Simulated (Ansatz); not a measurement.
# K on Ag(111): change of the work function, part 2 of 2

Aim: the work function of Ag(111) at several coverages of K (fcc site), and the dipole that each adsorbate carries.

Ansatz 0.2.0; plane-wave DFT, PBE, Ansatz PAW.

So far, work function, upper face (eV): step 2 (the clean slab) 4.47; step 3 (37 atoms, coverage 0.111 ML, cell 3x3) 1.87.

### Step 4. The covered slab, k-mesh 6×6×1, coverage 0.25 ML

System of this step: KAg16 (K/Ag(111)). The cell holds 17 atoms: 16 Ag and 1 K. Its edges and angles: a = 5.784 Å, b = 5.784 Å, c = 28.333 Å, α = 90.0°, β = 90.0°, γ = 60.0°. Vacuum lies along c.

Another coverage, to see how the dipoles act on each other as their distance changes.

File input.yaml:

```yaml
crystal:
  lattice:
    - [5.7841334702, 1.0e-10, 0.0]
    - [2.892066735, 5.0092065241, 0.0]
    - [0.0, 0.0, 28.3329768536]
  atoms:
    - { symbol: Ag, position: [0.0, 0.0, 0.3176510554] }
    - { symbol: Ag, position: [0.1666666667, 0.1666666667, 0.4009943135] }
    - { symbol: Ag, position: [0.3333333333, 0.3333333333, 0.4853017421] }
    - { symbol: Ag, position: [0.0, 0.0, 0.5704039269] }
    - { symbol: Ag, position: [0.0, 0.5, 0.3176510554] }
    - { symbol: Ag, position: [0.1666666667, 0.6666666667, 0.4009943135] }
    - { symbol: Ag, position: [0.3333333333, 0.8333333333, 0.4853017421] }
    - { symbol: Ag, position: [0.0, 0.5, 0.5704039269] }
    - { symbol: Ag, position: [0.5, 0.0, 0.3176510554] }
    - { symbol: Ag, position: [0.6666666667, 0.1666666667, 0.4009943135] }
    - { symbol: Ag, position: [0.8333333333, 0.3333333333, 0.4853017421] }
    - { symbol: Ag, position: [0.5, 0.0, 0.5704039269] }
    - { symbol: Ag, position: [0.5, 0.5, 0.3176510554] }
    - { symbol: Ag, position: [0.6666666667, 0.6666666667, 0.4009943135] }
    - { symbol: Ag, position: [0.8333333333, 0.8333333333, 0.4853017421] }
    - { symbol: Ag, position: [0.5, 0.5, 0.5704039269] }
    - { symbol: K, position: [0.1666666667, 0.1666666667, 0.6823489446] }
kpoints:
  mp_grid: { grid: [6, 6, 1] }
hamiltonian:
  xc: pbe
scf:
  occupations: { method: fermi_dirac, width: 0.1 }
  convergence: { dr2_threshold: 1.0e-08 }
efield:
  axis: 3
  dipole_correction: true
  ramp_position: 0.97
  ramp_width: 0.06
relax:
  f_tol: 0.02
  max_steps: 60
  constraints: [{ sites: [0, 1, 4, 5, 8, 9, 12, 13] }]
output:
  dos: { projected: true, e_range: [-8, 4] }
  write_potential: true
  write_density: true
  volumetric_format: npy
  elf: true
```

Command:

```
$ ansatz run input.yaml --threads 4 --pin off --max-ram 16384MiB --backend cpu --events-out ev --progress --plain --runs-dir out
```

Elapsed: 3.1 min, on 4 threads of Arm Neoverse V1, shared host; peak memory 3.5 GiB; 12 min of CPU time.

The steps of the relaxation:

```
step  energy less that of the first step (eV)  largest force component (eV/Å)
   1                                   0.0000                          0.3126
   2                                  -0.0241                          0.2781
   3                                  -0.0584                          0.0730
   4                                  -0.0603                          0.0215
   5                                  -0.0608                          0.0015
```

The run keeps the 6 symmetry operations that the program found, so distortions that break them were not tested.

The atoms that moved most (Å):

```
atom      dx      dy      dz  length
 K17   0.000   0.000  -0.298   0.298
Ag16   0.000   0.000   0.118   0.118
Ag15   0.000   0.000  -0.019   0.019
 Ag8   0.000   0.011  -0.012   0.017
 Ag4  -0.010  -0.006  -0.012   0.017
Ag12   0.010  -0.006  -0.012   0.017
 Ag3   0.006   0.003   0.010   0.012
Ag11  -0.006   0.003   0.010   0.012
```

Final coordinates:

```xyz
17
Lattice="5.7841 0.0000 0.0000 2.8921 5.0092 0.0000 0.0000 0.0000 28.3330" Properties=species:S:1:pos:R:3
Ag    0.0000    0.0000    9.0000
Ag    1.4460    0.8349   11.3614
Ag    2.8980    1.6732   13.7597
Ag   -0.0097   -0.0056   16.1490
Ag    1.4460    2.5046    9.0000
Ag    2.8921    3.3395   11.3614
Ag    4.3381    4.1675   13.7597
Ag    1.4460    2.5158   16.1490
Ag    2.8921    0.0000    9.0000
Ag    4.3381    0.8349   11.3614
Ag    5.7782    1.6732   13.7597
Ag    2.9018   -0.0056   16.1490
Ag    4.3381    2.5046    9.0000
Ag    5.7841    3.3395   11.3614
Ag    7.2302    4.1743   13.7310
Ag    4.3381    2.5046   16.2790
K     1.4460    0.8349   19.0347
```

This step gave:

```
energy at zero smearing        : -122984.4918 eV
work function, upper face      : 1.878 eV
work function, lower face      : 4.422 eV
dipole along the normal        : 0.4074 e·Å
step between the vacuum levels : -2.544 eV
```

Running mean over 2.361 Å of the planar mean; the ramp of the sawtooth is left out. The electron's electrostatic potential energy less the Fermi level by z:

z (Å), electron's electrostatic potential energy less the Fermi level (eV) and a bar from the least value:
```
        4       4.42 ##############################
        5       4.41 ##############################
        6       4.35 ##############################
        7       3.44 ###########################
        8      -2.29 ###########
        9      -5.89 #
       10      -6.06 
       11      -6.08 
       12      -5.93 
       13      -5.88 #
       14      -5.96 
       15      -5.60 #
       16      -5.91 
       17      -3.92 ######
       18       0.14 ##################
       19      -0.38 ################
       20      -0.12 #################
       21       1.29 #####################
       22       1.70 ######################
       23       1.82 #######################
       24       1.86 #######################
       25       1.87 #######################
```

The density of states has structure finer than the step of the table below, so its rows give means over 0.25 eV. Peaks (eV: height): -5.290: 76.2, -5.080: 78.6, -4.720: 75.3, -4.600: 90.7, -3.430: 73.2, -3.100: 89.8, -2.980: 90.6.

Density of states against energy, zero at the Fermi level; means over each step:

```csv
energy (eV),density of states (states/eV a cell)
-7.50,0
-7.25,0.858
-7.00,1.13
-6.75,1.32
-6.50,2.08
-6.25,6.81
-6.00,31.9
-5.75,54.7
-5.50,41.1
-5.25,39.0
-5.00,42.1
-4.75,54.1
-4.50,70.2
-4.25,46.3
-4.00,52.2
-3.75,50.8
-3.50,58.7
-3.25,47.5
-3.00,57.6
-2.75,6.62
-2.50,4.25
-2.25,2.45
-2.00,4.98
-1.75,4.07
-1.50,2.86
-1.25,4.25
-1.00,5.52
-0.75,5.09
-0.50,4.03
-0.25,3.28
0.00,6.62
0.25,7.06
0.50,7.07
0.75,5.84
1.00,6.33
1.25,2.89
1.50,8.25
1.75,8.55
```

Projected DOS per atom over height of the atomic layer and energy from the Fermi level. Layers: Ag4 Ag4 Ag4 Ag4 K from below.

Ten even steps from '0' (0.00 states/eV) to '9' (4.09 states/eV), each cell a mean:
```
00000
00000
00002
00001
00001
00000
00000
00000
00000
00000
23310
88870
96790
95690
99890
55550
67770
38730
00000
00000
00000
00000
```
Columns: height of the atomic layer (Å) from 9 to 19.0 (not evenly spaced); rows upwards: energy from the Fermi level (eV) from -7.96 to 1.95.

Valence density in the ca plane at fractional y = 0.167, with atoms of Ag and K within 0.2 Å of it. It is the smooth field of the valence electrons, not physical close to the nuclei.

Ten steps, logarithmic in the rise over the least value, from '0' (0 e/Å³) to '9' (18 e/Å³), each cell a mean:
```
21111211123442112443210000100000000000000000
21111211123442112443210000000000000000000000
21134432112332111232100000000000000000000000
11258864111111111111100000000000000000000000
11379985211111001111100000000000000000000000
11369974211111001111100000000000000000000000
11246653112221111222100000000000000000000000
21122321113432112343210000000000000000000000
21111111123443112443210000000000000000000000
21123321113432112333210012210000000000000000
11246653112221111222100134542000000000000000
11369974211111001111100246664100000000000000
11379985211111001111100256664100000000000000
11258863111111111111100145653100000000000000
21134432112322111232110023331000000000000000
```
Columns run along c (16.0 Å, from fractional 0.34 to 0.91 of the cell), rows up along a (5.8 Å). Atoms in or near the plane, at fractional coordinates: Ag at (0.40, 0.17), Ag at (0.40, 0.67), K at (0.67, 0.17).

ELF in the ca plane at fractional y = 0.167, with atoms of Ag and K within 0.2 Å of it. It is the smooth field of the valence electrons, not physical close to the nuclei.

Ten even steps from '0' (0.00) to '9' (0.87), each cell a mean:
```
21111111123432112343221002331000122211000000
21111211123432112343222100000000122211000000
21123432112222112222222110000011222110000000
21246753222221111122222211111122222110000000
21368974222221111222222211111222221110000000
21257863222211111222222211111222222110000000
21235542112221111222222210000112222110000000
21122221122332112333222100000001222110000000
21111111123432112343221001110000122211000000
21122221122332112332221025763100012211000000
21235542112221111222220279997300012221000000
21257863222211111222210599899610012221000000
21368974222211111222210598799610012221000000
21246753222211111222210399999510012221000000
21123432112222112222220158986200012221000000
```
Columns run along c (16.0 Å, from fractional 0.34 to 0.91 of the cell), rows up along a (5.8 Å). Atoms in or near the plane, at fractional coordinates: Ag at (0.40, 0.17), Ag at (0.40, 0.67), K at (0.67, 0.17).

Electrostatic potential energy in the ca plane at fractional y = 0.167, with atoms of Ag and K within 0.2 Å of it. With pseudopotentials it is smooth inside the atoms' cores, unlike the true potential.

Ten even steps from '0' (-32 eV) to '9' (7 eV), each cell a mean:
```
79998899986457998546899998888999999999999999
79998899986457998546899999999999999999999999
89875468998778998778999999999999999999999999
99730026899899999999999999999999999999999999
99610004899999999999999999999999999999999999
99620015899999999999999999999999999999999999
99852247998889999888999999999999999999999999
89987789987568998657899999999999999999999999
79999999986457897546899999899999999999999999
89987789987568998667899987778999999999999999
99852247998889999888999863137899999999999999
99620015899999999999999720004889999999999999
99610004899999999999999720003789999999999999
99730026899999999999999840015899999999999999
89875468998778998778999875568899999999999999
```
Columns run along c (16.0 Å, from fractional 0.34 to 0.91 of the cell; values clipped at the 3rd and 97th percentile), rows up along a (5.8 Å). Atoms in or near the plane, at fractional coordinates: Ag at (0.40, 0.17), Ag at (0.40, 0.67), K at (0.67, 0.17).

The relaxation took 5 steps and lowered the energy by 0.061 eV; the largest force on the free atoms ends at 0.0015 eV/Å.

By hand: a sheet of dipoles makes a step −p/(ε₀A) in the electron's potential. With e/ε₀ = 180.95 V·Å, p = 0.4074 e·Å and A = 28.97 Å², that is −180.95 × (0.4074) / 28.97 = -2.544 eV, and the two vacuum levels of the run differ by -2.544 eV.

The covered face has 1.88 eV, -2.59 eV against the clean one; the bare back face has moved by -0.03 eV, a measure of how thin the slab is.

### Step 5. Work function against coverage

This step: plane-wave DFT, PBE, Ansatz PAW; work function against coverage (Ansatz 0.2.0).

The runs are now put side by side.

This step gave:

- work function of the clean face: 4.469 eV
- largest change of the work function: -2.601 eV

Table of work function of the covered face by coverage:

```
coverage (adsorbates/nm²)  work function of the covered face (eV)
                     0.00                                    4.47
                     1.53                                    1.87
                     3.45                                    1.88
```

The dipole per adsorbate comes from the change of the cell's dipole. Coverage, by row:

| coverage (1/nm²) | coverage (ML) | work function (eV) | change (eV) | dipole per adsorbate, positive end outwards (debye) | mean height of the added atoms over the highest substrate atom (Å) |
| --- | --- | --- | --- | --- | --- |
| 1.534 | 0.1111 | 1.868 | -2.601 | 4.347 | 2.772 |
| 3.451 | 0.25 | 1.878 | -2.592 | 1.972 | 2.756 |

### Step 6. Summary of results

```json
{
 "work function of the clean face": "4.47 eV",
 "work function at 0.11 ML": "1.87 eV",
 "work function at 0.25 ML": "1.88 eV",
 "dipole per adsorbate at 0.11 ML, positive end outwards": "4.35 D"
}
```

**Reading.** K lowers the work function of Ag(111) at the lowest coverage, by 2.60 eV: the adsorbate layer has its positive end outwards. The slab has 4 layers, at the tabulated experimental lattice constant, one starting site was run, and quantum-size effects of a slab this thin can reach one or two tenths of an eV.

[Long decimals in the printed logs are rounded to 6 places.]

[Logs are printed without paths, hosts, clocks, repeated set-up lines and the standing remarks that a program may print on its own settings, such as how far it seeks lower states.]

[Hosts, paths, dates, database ids (printed as entryN), source tags and the programs' standing remarks are cut or masked in the printed files.]

[Maps of the electrostatic potential energy from Ansatz leave out the sawtooth potential of an applied field or a dipole correction, so their vacuum need not be flat; planar profiles and work functions include it.]
